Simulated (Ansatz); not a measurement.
Rb2CdSe2O6 (R-3m), computed twice by G0W0.

```xyz
11
Lattice="2.8752 1.6600 6.5562 -2.8752 1.6600 6.5562 0.0000 -3.3199 6.5562" Properties=species:S:1:pos:R:3 pbc="T T T"
Rb    0.0000    0.0000   15.7794
Rb    0.0000    0.0000    3.8891
Cd    0.0000    0.0000    0.0000
Se    0.0000    0.0000   12.3096
Se    0.0000    0.0000    7.3589
O     1.3464   -0.7773   11.5791
O     0.0000    1.5547   11.5791
O    -1.3464   -0.7773   11.5791
O    -1.3464    0.7773    8.0894
O     1.3464    0.7773    8.0894
O     0.0000   -1.5547    8.0894
```

Geometry: measured cell, ions relaxed with PBE. The runs that relaxed it are not among those shown.

The first (Ansatz 0.2.0; start PBE with 40 % screened exact exchange, 4×4×4 mesh, 783 empty bands, screening to 150 eV, PAW set soft_1 files; 1 × NVIDIA H100 80GB HBM3 (shared by 3 runs) with 4 threads of AMD EPYC 7R13 (Zen 3), shared host) gave, on its mesh: starting gap 6.45 eV, G0W0 gap 7.12 eV, RPA ε∞ (mean) 2.47, 3.3 min.

Question: The second changes start from PBE with 40 % screened exact exchange to PBE+U(Cd-d,5). What does it give?

It gave: starting gap 3.91 eV, G0W0 gap 5.85 eV, RPA ε∞ (mean) 3.08, 2.3 min. The G0W0 gap moves by −1.27 eV, −2.54 eV from the start and +1.28 eV from the correction. Σc changes by +0.74 eV at the valence top and −0.29 eV at the conduction bottom, and Σx − Vxc between them by +2.31 eV.

Limits: not at the basis limit; d shell near the gap, gap tends to lie low; no spin-orbit coupling.

[Paths, hosts, dates, memory and timing lines, banners, echoed tables and standing remarks are left out of the program output.]

[Logs are printed without paths, hosts, clocks, repeated set-up lines and the standing remarks that a program may print on its own settings, such as how far it seeks lower states.]

[Runs of the session that timed out or met a known fault of the program may be left out.]

[Cells called generated may have been cut or substituted from an entry of the Crystallography Open Database or the Materials Project.]

[Hosts, paths, dates, database ids (printed as entryN), source tags and the programs' standing remarks are cut or masked in the printed files.]
